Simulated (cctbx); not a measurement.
# A crystallographic session in cctbx: Li3Tb2Sm

Library: cctbx 2025.11. The data are simulated by the first script.

## 1. Simulate the data

run.py:

```python
from cctbx import adptbx, crystal, miller, sgtbx, xray
from cctbx.array_family import flex
from iotbx.shelx import hklf
from scitbx import matrix
import scitbx.random

cs = crystal.symmetry(unit_cell=(4.57, 4.57, 7.424, 90, 90, 120), space_group_symbol='Hall: -P 3 2"')  # P-3m1
atoms = [  # label, site, U (iso, or U11 U22 U33 U12 U13 U23 in A^2), occupancy
    ("Tb1", (2/3, 1/3, 0.7564), (0.0026, 0.0026, 0.0031, 0.0013, 0.0000, 0.0000), 1),
    ("Sm1", (0, 0, 0), (0.0031, 0.0031, 0.0031, 0.0016, 0.0000, -0.0000), 1),
    ("Li1", (0, 0, 0.5), (0.0075, 0.0075, 0.0080, 0.0037, 0.0000, 0.0000), 1),
    ("Li2", (2/3, 1/3, 0.3444), (0.0076, 0.0076, 0.0077, 0.0038, 0.0000, 0.0000), 1),
]
xs = xray.structure(crystal_symmetry=cs)
for label, site, u, occ in atoms:
    u = adptbx.u_cif_as_u_star(cs.unit_cell(), u) if isinstance(u, tuple) else u
    xs.add_scatterer(xray.scatterer(label, site=site, u=u, occupancy=occ))
xs.set_inelastic_form_factors(1.54184, "sasaki")
xs.show_summary()
p1 = xs.expand_to_p1()
ms = miller.build_set(p1, anomalous_flag=True, d_min=0.83)
flex.set_random_seed(713769)
scitbx.random.set_random_seed(713769)
ms = ms.select(flex.random_double(ms.size()) < 0.7)
i = ms.structure_factors_from_scatterers(p1, algorithm="direct").f_calc().as_intensity_array().data()
i = i / flex.sqrt(1 + 0.3 * i / flex.max(i))  # extinction
i = i * 20000 / flex.max(i)
sig = flex.sqrt(i + flex.pow2(0.06 * i) + 4 ** 2)
noise = scitbx.random.variate(scitbx.random.normal_distribution())(i.size())
data = ms.array(data=i + sig * noise, sigmas=sig).set_observation_type_xray_intensity()
with open("data.hkl", "w") as f:
    data.export_as_shelx_hklf(f)
print("reflections written:", data.size(), " <I/sigma> = %.1f" % flex.mean(data.data() / data.sigmas()))
for h, a, b in list(data.sort("data"))[:12]:
    print("%4d%4d%4d %9.1f %7.1f" % (h + (a, b)))
```

```console
$ python run.py
```

```text
Number of scatterers: 4
At special positions: 4
Unit cell: (4.57, 4.57, 7.424, 90, 90, 120)
Space group: P -3 m 1 (No. 164)
reflections written: 710  <I/sigma> = 13.5
  -1   2   0   22977.1  1208.3
  -2   1   0   21414.7  1208.3
   1   1   0   19222.8  1208.3
  -1  -1   0   19080.5  1208.3
   0   1   1   19011.8  1088.1
   1  -2   0   18958.0  1208.3
   2  -1   0   18514.6  1208.3
  -1   1  -1   18161.6  1088.1
   1   0  -1   17715.8  1088.1
  -1   0   1   17124.3  1088.1
   0  -1  -1   16509.6  1088.1
  -1   0  -3   15866.4   936.3
```

Run time: 0.22 s on 1 thread of Arm Neoverse V2 (shared host), peak memory 0.07 GiB.

## 2. Refinement (right model, isotropic)

run.py:

```python
import math
from cctbx import adptbx, crystal, maptbx, sgtbx, xray
from cctbx.array_family import flex
from cctbx.xray import observations
from iotbx.shelx import hklf
from scitbx.lstbx import normal_eqns_solving
from smtbx import absolute_structure, utils
from smtbx.refinement import constraints, least_squares

cs = crystal.symmetry(unit_cell=(4.57, 4.57, 7.424, 90, 90, 120), space_group_symbol='Hall: -P 3 2"')  # P-3m1
atoms = [  # label, site, U (iso, or U11 U22 U33 U12 U13 U23 in A^2), occupancy
    ("Tb1", (2/3, 1/3, 0.7568), 0.0200, 1),
    ("Sm1", (0, 0, 0), 0.0200, 1),
    ("Li1", (0, 0, 0.5), 0.0200, 1),
    ("Li2", (2/3, 1/3, 0.3475), 0.0200, 1),
]
xs = xray.structure(crystal_symmetry=cs)
for label, site, u, occ in atoms:
    u = adptbx.u_cif_as_u_star(cs.unit_cell(), u) if isinstance(u, tuple) else u
    xs.add_scatterer(xray.scatterer(label, site=site, u=u, occupancy=occ))
xs.set_inelastic_form_factors(1.54184, "sasaki")
raw = hklf.reader(file_name="data.hkl").as_miller_arrays(crystal_symmetry=cs, anomalous=True)[0]
merged = raw.eliminate_sys_absent().merge_equivalents()
fo2 = merged.array().set_observation_type_xray_intensity()
print("Rint %.3f, %d unique reflections to %.2f A" % (merged.r_int(), fo2.size(), fo2.d_min()))
for sc in xs.scatterers():
    sc.flags.set_grad_site(True)
    sc.flags.set_grad_u_aniso(sc.flags.use_u_aniso())
    sc.flags.set_grad_u_iso(sc.flags.use_u_iso())
obs = fo2.as_xray_observations()
extra = {}
rep = constraints.reparametrisation(xs, [], utils.connectivity_table(xs), **extra)
ls = least_squares.crystallographic_ls(obs, rep, weighting_scheme=least_squares.mainstream_shelx_weighting(a=0, b=0))
print("cycle     R1     wR2    GooF  max shift (A)")
for cycle in range(8):
    ls.build_up()
    r1, wr2, goof = ls.r1_factor(cutoff_factor=2)[0], ls.wR2(), ls.goof()
    old = xs.sites_cart()
    normal_eqns_solving.levenberg_marquardt_iterations(ls, n_max_iterations=3, tau=1e-06, step_threshold=1e-7)
    big = flex.max((xs.sites_cart() - old).norms())
    print("%4d %7.4f %7.4f %7.3f %9.5f" % (cycle + 1, r1, wr2, goof, big))
    ls.build_up(objective_only=True)
    if abs(ls.wR2() - wr2) < 5e-5 and big < 5e-4:
        break
ls.build_up()
print("final R1 %.4f wR2 %.4f GooF %.3f  parameters %d  data/parameter %.1f" % (ls.r1_factor(cutoff_factor=2)[0], ls.wR2(), ls.goof(), ls.n_parameters, fo2.size() / ls.n_parameters))
cov = ls.covariance_matrix_and_annotations()
su = dict(zip(cov.annotations, (math.sqrt(max(v, 0)) for v in cov.matrix.matrix_packed_u_diagonal())))
a2 = cs.unit_cell().reciprocal_parameters()[0] ** -2
print("atom        x        y        z      Ueq    occ   su(xyz)  su(Uiso or U11)")
for sc in xs.scatterers():
    s = max(su.get(sc.label + k, 0) for k in (".x", ".y", ".z"))
    npd = "" if sc.is_positive_definite_u(cs.unit_cell()) else "  NPD"
    print("%-5s %8.5f %8.5f %8.5f %8.4f %6.3f %8.5f %7.4f%s" % ((sc.label,) + sc.site + (sc.u_iso_or_equiv(cs.unit_cell()), sc.occupancy, s, su.get(sc.label + ".uiso", su.get(sc.label + ".u11", 0) * a2), npd)))
fo = fo2.f_sq_as_f()
fc = fo.structure_factors_from_scatterers(xs, algorithm="direct").f_calc()
diff = fo.f_obs_minus_f_calc(1 / math.sqrt(ls.scale_factor()), fc).average_bijvoet_mates()
m = diff.fft_map(symmetry_flags=maptbx.use_space_group_symmetry, resolution_factor=0.25).apply_volume_scaling()
print("difference map: max %.2f min %.2f rms %.2f" % (m.statistics().max(), m.statistics().min(), m.statistics().sigma()))
peaks = m.peak_search(parameters=maptbx.peak_search_parameters(min_distance_sym_equiv=0.6, max_clusters=6)).all()
near = xs.closest_distances(peaks.sites(), distance_cutoff=4)
sps = cs.special_position_settings(min_distance_sym_equiv=0.5)
for k, (x, h) in enumerate(zip(peaks.sites(), peaks.heights())):
    ss = sps.site_symmetry(x)
    print("Q%-3d %7.4f %7.4f %7.4f %4d %7.2f  %.2f A from %s" % ((k + 1,) + tuple(t % 1 for t in ss.exact_site()) + (ss.multiplicity(), h, near.smallest_distances[k], xs.scatterers()[near.i_seqs[k]].label)))
```

```console
$ python run.py
```

```text
Rint 0.047, 118 unique reflections to 0.84 A
cycle     R1     wR2    GooF  max shift (A)
   1  0.1256  0.2691   8.834   0.02246
   2  0.0176  0.0372   1.221   0.00002
final R1 0.0176 wR2 0.0372 GooF 1.221  parameters 6  data/parameter 19.7
atom        x        y        z      Ueq    occ   su(xyz)  su(Uiso or U11)
Tb1    0.66667  0.33333  0.75635   0.0021  1.000  0.00005  0.0002
Sm1    0.00000  0.00000  0.00000   0.0027  1.000  0.00000  0.0003
Li1    0.00000  0.00000  0.50000   0.0110  1.000  0.00000  0.0035
Li2    0.66667  0.33333  0.34448   0.0047  1.000  0.00138  0.0022
difference map: max 0.74 min -2.35 rms 0.25
Q1    0.3333  0.6667  0.8899    2    0.74  1.74 A from Li2
Q2    0.0000  0.3658  0.0000    6    0.58  1.67 A from Sm1
Q3    0.1596  0.3191  0.1154    6    0.54  1.53 A from Sm1
Q4    0.1976  0.5988  0.8415    6    0.45  1.48 A from Li2
Q5    0.0249  0.5124  0.3598    6    0.39  1.42 A from Li2
Q6    0.0978  0.5489  0.5021    6    0.38  1.47 A from Li2
```

Time: 0.37 s.

## 3. Refinement (right model, anisotropic)

run.py, as its changes from the last script of this kind:

```diff
@@ -12,4 +12,4 @@
-    ("Tb1", (2/3, 1/3, 0.7568), 0.0200, 1),
-    ("Sm1", (0, 0, 0), 0.0200, 1),
-    ("Li1", (0, 0, 0.5), 0.0200, 1),
-    ("Li2", (2/3, 1/3, 0.3475), 0.0200, 1),
+    ("Tb1", (2/3, 1/3, 0.75635), 0.0030, 1),
+    ("Sm1", (0, 0, 0), 0.0030, 1),
+    ("Li1", (0, 0, 0.5), 0.0110, 1),
+    ("Li2", (2/3, 1/3, 0.34448), 0.0047, 1),
@@ -21,0 +22 @@
+xs.convert_to_anisotropic()
```

```console
$ python run.py
```

```text
Rint 0.047, 118 unique reflections to 0.84 A
cycle     R1     wR2    GooF  max shift (A)
   1  0.0205  0.0455   1.521   0.00368
   2  0.0173  0.0361   1.206   0.00001
final R1 0.0173 wR2 0.0361 GooF 1.206  parameters 10  data/parameter 11.8
atom        x        y        z      Ueq    occ   su(xyz)  su(Uiso or U11)
Tb1    0.66667  0.33333  0.75634   0.0021  1.000  0.00005  0.0003
Sm1    0.00000  0.00000  0.00000   0.0027  1.000  0.00000  0.0003
Li1    0.00000  0.00000  0.50000   0.0124  1.000  0.00000  0.0061
Li2    0.66667  0.33333  0.34498   0.0057  1.000  0.00151  0.0033
difference map: max 0.73 min -2.28 rms 0.25
Q1    0.3333  0.6667  0.8861    2    0.73  1.72 A from Li2
Q2    0.0000  0.3659  0.0000    6    0.56  1.67 A from Sm1
Q3    0.1545  0.3090  0.1177    6    0.55  1.50 A from Sm1
Q4    0.1667  0.5833  0.8333    6    0.44  1.48 A from Li2
Q5    0.0224  0.3254  0.7579   12    0.39  1.64 A from Tb1
Q6    0.0988  0.5494  0.4993    6    0.38  1.48 A from Li2
```

Time: 0.37 s.

## 4. Refinement

run.py, as its changes from the last script of this kind:

```diff
@@ -21 +21 @@
-xs.set_inelastic_form_factors(1.54184, "sasaki")
+# no anomalous dispersion
@@ -36 +36 @@
-for cycle in range(8):
+for cycle in range(12):
```

```console
$ python run.py
```

```text
Rint 0.047, 118 unique reflections to 0.84 A
cycle     R1     wR2    GooF  max shift (A)
   1  0.1052  0.2818   9.420   0.01042
   2  0.0268  0.0787   2.630   0.00272
   3  0.0267  0.0787   2.629   0.00004
final R1 0.0267 wR2 0.0787 GooF 2.629  parameters 10  data/parameter 11.8
atom        x        y        z      Ueq    occ   su(xyz)  su(Uiso or U11)
Tb1    0.66667  0.33333  0.75625   0.0061  1.000  0.00010  0.0006
Sm1    0.00000  0.00000  0.00000  -0.0007  1.000  0.00000  0.0006  NPD
Li1    0.00000  0.00000  0.50000   0.0133  1.000  0.00000  0.0165  NPD
Li2    0.66667  0.33333  0.34551  -0.0033  1.000  0.00337  0.0064  NPD
difference map: max 2.20 min -2.94 rms 0.38
Q1    0.0000  0.0000  0.0482    2    2.24  0.36 A from Sm1
Q2    0.3333  0.6667  0.9129    2    1.07  1.92 A from Li2
Q3    0.1510  0.3020  0.1210    6    0.87  1.50 A from Sm1
Q4    0.1831  0.5915  0.6779    6    0.82  0.62 A from Li2
Q5    0.0000  0.3456  0.0000    6    0.71  1.58 A from Sm1
Q6    0.1919  0.5960  0.1600    6    0.55  0.84 A from Tb1
```

Time: 0.43 s.

This run holds a fault made on purpose: anomalous dispersion left out.

## 5. Refinement

run.py, as its changes from the last script of this kind:

```diff
@@ -21 +21 @@
-# no anomalous dispersion
+xs.set_inelastic_form_factors(1.54184, "sasaki")
@@ -24 +24 @@
-merged = raw.eliminate_sys_absent().merge_equivalents()
+merged = raw.eliminate_sys_absent().resolution_filter(d_min=1.3).merge_equivalents()
```

```console
$ python run.py
```

```text
Rint 0.048, 36 unique reflections to 1.32 A
cycle     R1     wR2    GooF  max shift (A)
   1  0.0223  0.0474   1.647   0.02733
   2  0.0166  0.0366   1.271   0.00022
final R1 0.0166 wR2 0.0366 GooF 1.271  parameters 10  data/parameter 3.6
atom        x        y        z      Ueq    occ   su(xyz)  su(Uiso or U11)
Tb1    0.66667  0.33333  0.75621   0.0011  1.000  0.00019  0.0015
Sm1    0.00000  0.00000  0.00000   0.0020  1.000  0.00000  0.0016
Li1    0.00000  0.00000  0.50000   0.0002  1.000  0.00000  0.0326  NPD
Li2    0.66667  0.33333  0.34083  -0.0001  1.000  0.00550  0.0201  NPD
difference map: max 0.62 min -0.85 rms 0.15
Q1    0.3333  0.6667  0.8771    2    0.62  1.62 A from Li2
Q2    0.1834  0.3668  0.0549    6    0.25  1.51 A from Sm1
Q3    0.1594  0.3188  0.4251    6    0.21  1.38 A from Li1
Q4    0.0026  0.5013  0.2842    6    0.20  1.34 A from Tb1
Q5    0.0881  0.1763  0.3773    6    0.17  1.15 A from Li1
Q6    0.0000  0.3972  0.0000    6    0.17  1.82 A from Sm1
```

Time: 0.37 s.

This run holds a fault made on purpose: data cut at low resolution.

## 6. Refinement

run.py, as its changes from the last script of this kind:

```diff
@@ -12,2 +12,2 @@
-    ("Tb1", (2/3, 1/3, 0.75635), 0.0030, 1),
-    ("Sm1", (0, 0, 0), 0.0030, 1),
+    ("Sm1", (2/3, 1/3, 0.75635), 0.0030, 1),
+    ("Tb1", (0, 0, 0), 0.0030, 1),
@@ -24 +24 @@
-merged = raw.eliminate_sys_absent().resolution_filter(d_min=1.3).merge_equivalents()
+merged = raw.eliminate_sys_absent().merge_equivalents()
```

```console
$ python run.py
```

```text
Rint 0.047, 118 unique reflections to 0.84 A
cycle     R1     wR2    GooF  max shift (A)
   1  0.1237  0.3299  11.029   0.01150
   2  0.0191  0.0452   1.512   0.00102
   3  0.0191  0.0452   1.512   0.00000
final R1 0.0191 wR2 0.0452 GooF 1.512  parameters 10  data/parameter 11.8
atom        x        y        z      Ueq    occ   su(xyz)  su(Uiso or U11)
Sm1    0.66667  0.33333  0.75619   0.0057  1.000  0.00006  0.0003
Tb1    0.00000  0.00000  0.00000  -0.0027  1.000  0.00000  0.0004  NPD
Li1    0.00000  0.00000  0.50000   0.0113  1.000  0.00000  0.0081  NPD
Li2    0.66667  0.33333  0.34589   0.0014  1.000  0.00205  0.0040
difference map: max 0.82 min -2.19 rms 0.25
Q1    0.3333  0.6667  0.8545    2    0.83  1.49 A from Li2
Q2    0.0000  0.3581  0.0000    6    0.64  1.64 A from Tb1
Q3    0.1612  0.3225  0.1139    6    0.63  1.53 A from Tb1
Q4    0.0000  0.0000  0.9342    2    0.58  0.49 A from Tb1
Q5    0.1497  0.5749  0.6769    6    0.46  0.75 A from Li2
Q6    0.1105  0.5552  0.4921    6    0.41  1.49 A from Li2
```

It took 0.41 s on 1 thread of Arm Neoverse V2, with other jobs on the host, peak memory 0.09 GiB.

This run holds a fault made on purpose: elements exchanged: Tb1 is Sm and Sm1 is Tb.

[Logs are printed without paths, hosts, clocks, repeated set-up lines and the standing remarks that a program may print on its own settings, such as how far it seeks lower states.]
